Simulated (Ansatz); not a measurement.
# Preparing SnP2O7 (P-1) as a host crystal, part 3 of 4

Before any defect goes in: SnP2O7 (P-1) at rest, and how it screens a charge.

Ansatz 0.2.0; plane-wave PAW DFT, PBEsol; relaxation of the host's cell and atoms (the session's first sound run).

So far. Step 3 (Dielectric tensors of the host): The principal values of the electronic dielectric tensor are 2.74, 2.76 and 2.81. The principal values of the static dielectric tensor are 6.08, 6.11 and 6.49.

## 6. Defect free supercell relaxed from its symmetric sites

This cell, the one that will hold the defects, is built from the relaxed host. Its coarser k-points can move the atoms a little, so it is relaxed from the symmetric sites, as the reference for the test of stability.

This step: plane-wave PAW DFT, PBEsol; relaxation of the defect-free supercell from its symmetric sites (Ansatz 0.2.0).

The input, pristine.symmetric/input.yaml:

```yaml
crystal:
  lattice:
    - [-4.7940559592, 9.904791826, 7.9743432417]
    - [5.1340544012, -3.7416265943, 7.8233299189]
    - [5.0685115527, 3.7041807868, -7.865187109]
  atoms:
    - { symbol: Sn, position: [0.4732611154, 0.4877082666, 0.228377753] }
    - { symbol: Sn, position: [0.4732611154, 0.9877082666, 0.728377753] }
    - { symbol: Sn, position: [0.9732611154, 0.4877082666, 0.728377753] }
    - { symbol: Sn, position: [0.9732611154, 0.9877082666, 0.228377753] }
    - { symbol: Sn, position: [0.0267388846, 0.0122917334, 0.771622247] }
    - { symbol: Sn, position: [0.0267388846, 0.5122917334, 0.271622247] }
    - { symbol: Sn, position: [0.5267388846, 0.0122917334, 0.271622247] }
    - { symbol: Sn, position: [0.5267388846, 0.5122917334, 0.771622247] }
    - { symbol: P, position: [0.1388047984, 0.2058754694, 0.1827621714] }
    - { symbol: P, position: [0.1388047984, 0.7058754694, 0.6827621714] }
    - { symbol: P, position: [0.6388047984, 0.2058754694, 0.6827621714] }
    - { symbol: P, position: [0.6388047984, 0.7058754694, 0.1827621714] }
    - { symbol: P, position: [0.3816767586, 0.2953967902, 0.3611654131] }
    - { symbol: P, position: [0.3816767586, 0.7953967902, 0.8611654131] }
    - { symbol: P, position: [0.8816767586, 0.2953967902, 0.8611654131] }
    - { symbol: P, position: [0.8816767586, 0.7953967902, 0.3611654131] }
    - { symbol: P, position: [0.1183232414, 0.2046032098, 0.6388345869] }
    - { symbol: P, position: [0.1183232414, 0.7046032098, 0.1388345869] }
    - { symbol: P, position: [0.6183232414, 0.2046032098, 0.1388345869] }
    - { symbol: P, position: [0.6183232414, 0.7046032098, 0.6388345869] }
    - { symbol: P, position: [0.3611952016, 0.2941245306, 0.8172378286] }
    - { symbol: P, position: [0.3611952016, 0.7941245306, 0.3172378286] }
    - { symbol: P, position: [0.8611952016, 0.2941245306, 0.3172378286] }
    - { symbol: P, position: [0.8611952016, 0.7941245306, 0.8172378286] }
    - { symbol: O, position: [0.3824424596, 0.3255394355, 0.2267185013] }
    - { symbol: O, position: [0.3824424596, 0.8255394355, 0.7267185013] }
    - { symbol: O, position: [0.8824424596, 0.3255394355, 0.7267185013] }
    - { symbol: O, position: [0.8824424596, 0.8255394355, 0.2267185013] }
    - { symbol: O, position: [0.3676966901, 0.4158549893, 0.9895346862] }
    - { symbol: O, position: [0.3676966901, 0.9158549893, 0.4895346862] }
    - { symbol: O, position: [0.8676966901, 0.4158549893, 0.4895346862] }
    - { symbol: O, position: [0.8676966901, 0.9158549893, 0.9895346862] }
    - { symbol: O, position: [0.4391172064, 0.1673669744, 0.3682417165] }
    - { symbol: O, position: [0.4391172064, 0.6673669744, 0.8682417165] }
    - { symbol: O, position: [0.9391172064, 0.1673669744, 0.8682417165] }
    - { symbol: O, position: [0.9391172064, 0.6673669744, 0.3682417165] }
    - { symbol: O, position: [0.2589784545, 0.2307271348, 0.3121073726] }
    - { symbol: O, position: [0.2589784545, 0.7307271348, 0.8121073726] }
    - { symbol: O, position: [0.7589784545, 0.2307271348, 0.8121073726] }
    - { symbol: O, position: [0.7589784545, 0.7307271348, 0.3121073726] }
    - { symbol: O, position: [0.0691702699, 0.1517575663, 0.2422169011] }
    - { symbol: O, position: [0.0691702699, 0.6517575663, 0.7422169011] }
    - { symbol: O, position: [0.5691702699, 0.1517575663, 0.7422169011] }
    - { symbol: O, position: [0.5691702699, 0.6517575663, 0.2422169011] }
    - { symbol: O, position: [0.1225848028, 0.3617871813, 0.1970221861] }
    - { symbol: O, position: [0.1225848028, 0.8617871813, 0.6970221861] }
    - { symbol: O, position: [0.6225848028, 0.3617871813, 0.6970221861] }
    - { symbol: O, position: [0.6225848028, 0.8617871813, 0.1970221861] }
    - { symbol: O, position: [0.080037065, 0.0558570426, 0.4666183686] }
    - { symbol: O, position: [0.080037065, 0.5558570426, 0.9666183686] }
    - { symbol: O, position: [0.580037065, 0.0558570426, 0.9666183686] }
    - { symbol: O, position: [0.580037065, 0.5558570426, 0.4666183686] }
    - { symbol: O, position: [0.419962935, 0.4441429574, 0.5333816314] }
    - { symbol: O, position: [0.419962935, 0.9441429574, 0.0333816314] }
    - { symbol: O, position: [0.919962935, 0.4441429574, 0.0333816314] }
    - { symbol: O, position: [0.919962935, 0.9441429574, 0.5333816314] }
    - { symbol: O, position: [0.3774151972, 0.1382128187, 0.8029778139] }
    - { symbol: O, position: [0.3774151972, 0.6382128187, 0.3029778139] }
    - { symbol: O, position: [0.8774151972, 0.1382128187, 0.3029778139] }
    - { symbol: O, position: [0.8774151972, 0.6382128187, 0.8029778139] }
    - { symbol: O, position: [0.4308297301, 0.3482424337, 0.7577830989] }
    - { symbol: O, position: [0.4308297301, 0.8482424337, 0.2577830989] }
    - { symbol: O, position: [0.9308297301, 0.3482424337, 0.2577830989] }
    - { symbol: O, position: [0.9308297301, 0.8482424337, 0.7577830989] }
    - { symbol: O, position: [0.2410215455, 0.2692728652, 0.6878926274] }
    - { symbol: O, position: [0.2410215455, 0.7692728652, 0.1878926274] }
    - { symbol: O, position: [0.7410215455, 0.2692728652, 0.1878926274] }
    - { symbol: O, position: [0.7410215455, 0.7692728652, 0.6878926274] }
    - { symbol: O, position: [0.0608827936, 0.3326330256, 0.6317582835] }
    - { symbol: O, position: [0.0608827936, 0.8326330256, 0.1317582835] }
    - { symbol: O, position: [0.5608827936, 0.3326330256, 0.1317582835] }
    - { symbol: O, position: [0.5608827936, 0.8326330256, 0.6317582835] }
    - { symbol: O, position: [0.1323033099, 0.0841450107, 0.0104653138] }
    - { symbol: O, position: [0.1323033099, 0.5841450107, 0.5104653138] }
    - { symbol: O, position: [0.6323033099, 0.0841450107, 0.5104653138] }
    - { symbol: O, position: [0.6323033099, 0.5841450107, 0.0104653138] }
    - { symbol: O, position: [0.1175575404, 0.1744605645, 0.7732814987] }
    - { symbol: O, position: [0.1175575404, 0.6744605645, 0.2732814987] }
    - { symbol: O, position: [0.6175575404, 0.1744605645, 0.2732814987] }
    - { symbol: O, position: [0.6175575404, 0.6744605645, 0.7732814987] }
basis:
  ecutwfc: 420
  xc_grid: 2
hamiltonian:
  xc: pbesol
kpoints:
  mp_grid: { grid: [1, 1, 1], shift: [0.25, 0.25, 0.25] }
scf:
  occupations: { method: fermi_dirac, width: 0.01 }
  max_iter: 80
output:
  forces: true
relax:
  f_tol: 0.01
  max_steps: 60
  escape_saddle: false
checkpoint:
  write: "../pristine.symmetric.run"
  compress: false
  write_wavefunctions: false
  write_every: 100000
```

Started as:

```console
> ansatz run input.yaml --threads 4 --pin off --max-ram 7536MiB --backend cpu --events-out ev --progress --plain --runs-dir out
```

Numbers of over 12 decimals in the logs are rounded to 6 here.

What it wrote:

```text
[...]
Crystal: 80 atoms, lattice volume = 1093.435 Å³
Basis set: ecut = 420 eV, 21345 PW (Γ), exchange–correlation on 192×144×144 points (8 copies of the dense FFT grid, shifted against one another)
Bands: 344, of which v1, the nominal top of the filled ones, is band 264 counted from 1 (263 counted from 0)
Symmetry: 8 space group operations
[...]
k-points: 1
[...]
SCF iter   1: F=—  HF=-90872.451092 eV  |F-HF|=—  |Δ(HF+E_count)|=         —  Δρ=1.21e-2  dr2=1.21e0  ethr=1.77e-3  ⟨swp⟩=7.0  Hψ=1754  notcnv=0  defer=42
[...]
SCF iter   8: F=-90872.120488 eV  HF=-90872.120487 eV  |F-HF|=4.65e-7  |Δ(HF+E_count)|=   1.47e-6  Δρ=5.15e-6  dr2=3.14e-7  ethr=4.73e-10  ⟨swp⟩=5.0  Hψ=1147  notcnv=0
SCF 1 converged in 8 iterations: F = -90872.120488 eV  dr2 = 3.14e-7
[...]
relax step   1: F+E_penalty+E_count = -90872.12048787 eV  Δ(F+E_penalty+E_count) = +0.000e0 eV  max|allowed force component| = 1.529e-2 eV/Å  Δτ_max = 0.0000 Å  (8 SCF iters, dr2 threshold 2.50e-6 eV, accepted)
[...]
SCF iter   5: F=-90872.120707 eV  HF=-90872.120707 eV  |F-HF|=1.15e-8  |Δ(HF+E_count)|=   4.11e-8  Δρ=1.67e-6  dr2=2.36e-8  ethr=1.89e-11  ⟨swp⟩=5.0  Hψ=1054  notcnv=0
SCF 2 converged in 5 iterations: F = -90872.120707 eV  dr2 = 2.36e-8
relax step   2: F+E_penalty+E_count = -90872.12070691 eV  Δ(F+E_penalty+E_count) = -2.190e-4 eV  max|allowed force component| = 7.603e-3 eV/Å  Δτ_max = 0.0014 Å  (5 SCF iters, accepted)
SCF converged after 5 iterations
Free energy (F): -90872.120707 eV
[...]
Internal energy: -90872.120707 eV  (E = F + TS)
E sigma→0 (E₀):  -90872.120707 eV
Fermi energy:    5.353625 eV
[...]
--- Forces (eV/Å), atoms counted from 1 ---
  atom   1  Sn     0.00256852    -0.00189088     0.00185355
  atom   2  Sn     0.00256852    -0.00189088     0.00185355
  atom   3  Sn     0.00256852    -0.00189088     0.00185355
  atom   4  Sn     0.00256852    -0.00189088     0.00185355
  atom   5  Sn    -0.00256852     0.00189088    -0.00185355
  atom   6  Sn    -0.00256852     0.00189088    -0.00185355
  atom   7  Sn    -0.00256852     0.00189088    -0.00185355
  atom   8  Sn    -0.00256852     0.00189088    -0.00185355
  atom   9  P      0.00506237    -0.00061056    -0.00474143
  atom  10  P      0.00506237    -0.00061056    -0.00474143
  atom  11  P      0.00506237    -0.00061056    -0.00474143
  atom  12  P      0.00506237    -0.00061056    -0.00474143
  atom  13  P     -0.00309661    -0.00480278     0.00110905
  atom  14  P     -0.00309661    -0.00480278     0.00110905
  atom  15  P     -0.00309661    -0.00480278     0.00110905
  atom  16  P     -0.00309661    -0.00480278     0.00110905
  atom  17  P      0.00309661     0.00480278    -0.00110905
  atom  18  P      0.00309661     0.00480278    -0.00110905
  atom  19  P      0.00309661     0.00480278    -0.00110905
  atom  20  P      0.00309661     0.00480278    -0.00110905
  atom  21  P     -0.00506237     0.00061056     0.00474143
  atom  22  P     -0.00506237     0.00061056     0.00474143
  atom  23  P     -0.00506237     0.00061056     0.00474143
  atom  24  P     -0.00506237     0.00061056     0.00474143
  atom  25  O     -0.00414062     0.00429295    -0.00485368
  atom  26  O     -0.00414062     0.00429295    -0.00485368
  atom  27  O     -0.00414062     0.00429295    -0.00485368
  atom  28  O     -0.00414062     0.00429295    -0.00485368
  atom  29  O      0.00653097     0.00589610    -0.00719455
  atom  30  O      0.00653097     0.00589610    -0.00719455
  atom  31  O      0.00653097     0.00589610    -0.00719455
  atom  32  O      0.00653097     0.00589610    -0.00719455
  atom  33  O      0.00117561     0.00033941    -0.00061915
  atom  34  O      0.00117561     0.00033941    -0.00061915
  atom  35  O      0.00117561     0.00033941    -0.00061915
  atom  36  O      0.00117561     0.00033941    -0.00061915
  atom  37  O      0.00000485    -0.00135289     0.00175770
  atom  38  O      0.00000485    -0.00135289     0.00175770
  atom  39  O      0.00000485    -0.00135289     0.00175770
  atom  40  O      0.00000485    -0.00135289     0.00175770
[...]
atom  69  O     -0.00117561    -0.00033941     0.00061915
  atom  70  O     -0.00117561    -0.00033941     0.00061915
  atom  71  O     -0.00117561    -0.00033941     0.00061915
  atom  72  O     -0.00117561    -0.00033941     0.00061915
  atom  73  O     -0.00653097    -0.00589610     0.00719455
  atom  74  O     -0.00653097    -0.00589610     0.00719455
  atom  75  O     -0.00653097    -0.00589610     0.00719455
  atom  76  O     -0.00653097    -0.00589610     0.00719455
  atom  77  O      0.00414062    -0.00429295     0.00485368
  atom  78  O      0.00414062    -0.00429295     0.00485368
  atom  79  O      0.00414062    -0.00429295     0.00485368
  atom  80  O      0.00414062    -0.00429295     0.00485368
  max |Σ_I F_I| component: 1.47e-17 eV/Å
--- Relaxed structure (2 steps of the walk, 2 accepted, 0 SCFs on fresh bases) ---
  F+E_penalty+E_count = -90872.12070691 eV   max|allowed force component| = 7.603e-3 eV/Å
  atoms:
    - { symbol: Sn, position: [0.473280, 0.487668, 0.228349] }
    - { symbol: Sn, position: [0.473280, 0.987668, 0.728349] }
    - { symbol: Sn, position: [0.973280, 0.487668, 0.728349] }
    - { symbol: Sn, position: [0.973280, 0.987668, 0.228349] }
    - { symbol: Sn, position: [0.026720, 0.012332, 0.771651] }
    - { symbol: Sn, position: [0.026720, 0.512332, 0.271651] }
    - { symbol: Sn, position: [0.526720, 0.012332, 0.271651] }
    - { symbol: Sn, position: [0.526720, 0.512332, 0.771651] }
    - { symbol: P, position: [0.138822, 0.205927, 0.182807] }
    - { symbol: P, position: [0.138822, 0.705927, 0.682807] }
    - { symbol: P, position: [0.638822, 0.205927, 0.682807] }
    - { symbol: P, position: [0.638822, 0.705927, 0.182807] }
    - { symbol: P, position: [0.381691, 0.295411, 0.361202] }
    - { symbol: P, position: [0.381691, 0.795411, 0.861202] }
    - { symbol: P, position: [0.881691, 0.295411, 0.861202] }
    - { symbol: P, position: [0.881691, 0.795411, 0.361202] }
    - { symbol: P, position: [0.118309, 0.204589, 0.638798] }
    - { symbol: P, position: [0.118309, 0.704589, 0.138798] }
    - { symbol: P, position: [0.618309, 0.204589, 0.138798] }
    - { symbol: P, position: [0.618309, 0.704589, 0.638798] }
    - { symbol: P, position: [0.361178, 0.294073, 0.817193] }
    - { symbol: P, position: [0.361178, 0.794073, 0.317193] }
    - { symbol: P, position: [0.861178, 0.294073, 0.317193] }
    - { symbol: P, position: [0.861178, 0.794073, 0.817193] }
    - { symbol: O, position: [0.382481, 0.325471, 0.226716] }
    - { symbol: O, position: [0.382481, 0.825471, 0.726716] }
    - { symbol: O, position: [0.882481, 0.325471, 0.726716] }
    - { symbol: O, position: [0.882481, 0.825471, 0.226716] }
    - { symbol: O, position: [0.367696, 0.415734, 0.989544] }
    - { symbol: O, position: [0.367696, 0.915734, 0.489544] }
    - { symbol: O, position: [0.867696, 0.415734, 0.489544] }
    - { symbol: O, position: [0.867696, 0.915734, 0.989544] }
    - { symbol: O, position: [0.439128, 0.167403, 0.368340] }
    - { symbol: O, position: [0.439128, 0.667403, 0.868340] }
    - { symbol: O, position: [0.939128, 0.167403, 0.868340] }
    - { symbol: O, position: [0.939128, 0.667403, 0.368340] }
    - { symbol: O, position: [0.258991, 0.230747, 0.312130] }
    - { symbol: O, position: [0.258991, 0.730747, 0.812130] }
    - { symbol: O, position: [0.758991, 0.230747, 0.812130] }
    - { symbol: O, position: [0.758991, 0.730747, 0.312130] }
    - { symbol: O, position: [0.069198, 0.151758, 0.242236] }
    - { symbol: O, position: [0.069198, 0.651758, 0.742236] }
    - { symbol: O, position: [0.569198, 0.151758, 0.742236] }
    - { symbol: O, position: [0.569198, 0.651758, 0.242236] }
    - { symbol: O, position: [0.122628, 0.361886, 0.197194] }
    - { symbol: O, position: [0.122628, 0.861886, 0.697194] }
    - { symbol: O, position: [0.622628, 0.361886, 0.697194] }
    - { symbol: O, position: [0.622628, 0.861886, 0.197194] }
    - { symbol: O, position: [0.080043, 0.055801, 0.466603] }
    - { symbol: O, position: [0.080043, 0.555801, 0.966603] }
    - { symbol: O, position: [0.580043, 0.055801, 0.966603] }
    - { symbol: O, position: [0.580043, 0.555801, 0.466603] }
    - { symbol: O, position: [0.419957, 0.444199, 0.533397] }
    - { symbol: O, position: [0.419957, 0.944199, 0.033397] }
    - { symbol: O, position: [0.919957, 0.444199, 0.033397] }
    - { symbol: O, position: [0.919957, 0.944199, 0.533397] }
    - { symbol: O, position: [0.377372, 0.138114, 0.802806] }
    - { symbol: O, position: [0.377372, 0.638114, 0.302806] }
    - { symbol: O, position: [0.877372, 0.138114, 0.302806] }
    - { symbol: O, position: [0.877372, 0.638114, 0.802806] }
    - { symbol: O, position: [0.430802, 0.348242, 0.757764] }
    - { symbol: O, position: [0.430802, 0.848242, 0.257764] }
    - { symbol: O, position: [0.930802, 0.348242, 0.257764] }
    - { symbol: O, position: [0.930802, 0.848242, 0.757764] }
[...]
- { symbol: O, position: [0.060872, 0.332597, 0.631660] }
    - { symbol: O, position: [0.060872, 0.832597, 0.131660] }
    - { symbol: O, position: [0.560872, 0.332597, 0.131660] }
    - { symbol: O, position: [0.560872, 0.832597, 0.631660] }
    - { symbol: O, position: [0.132304, 0.084266, 0.010456] }
    - { symbol: O, position: [0.132304, 0.584266, 0.510456] }
    - { symbol: O, position: [0.632304, 0.084266, 0.510456] }
    - { symbol: O, position: [0.632304, 0.584266, 0.010456] }
    - { symbol: O, position: [0.117519, 0.174529, 0.773284] }
    - { symbol: O, position: [0.117519, 0.674529, 0.273284] }
    - { symbol: O, position: [0.617519, 0.174529, 0.273284] }
    - { symbol: O, position: [0.617519, 0.674529, 0.773284] }
```

Run time: 20 s. Hardware: 4 threads of Arm Neoverse V1, shared host; peak memory 2.2 GiB; 75 s of CPU time.

Hardly anything moved in the relaxation; the energy changed by under 0.2 meV an atom.

(Continued in part 4 of 4.)

[Logs are printed without paths, hosts, clocks, repeated set-up lines and the standing remarks that a program may print on its own settings, such as how far it seeks lower states.]

[Hosts, paths, dates, database ids (printed as entryN), source tags and the programs' standing remarks are cut or masked in the printed files.]

[Runs of the host that timed out are not shown.]

[For some hosts the program warned that the k-mesh of the response run may be too coarse for force constants and the static dielectric constant; such warnings are not always shown.]
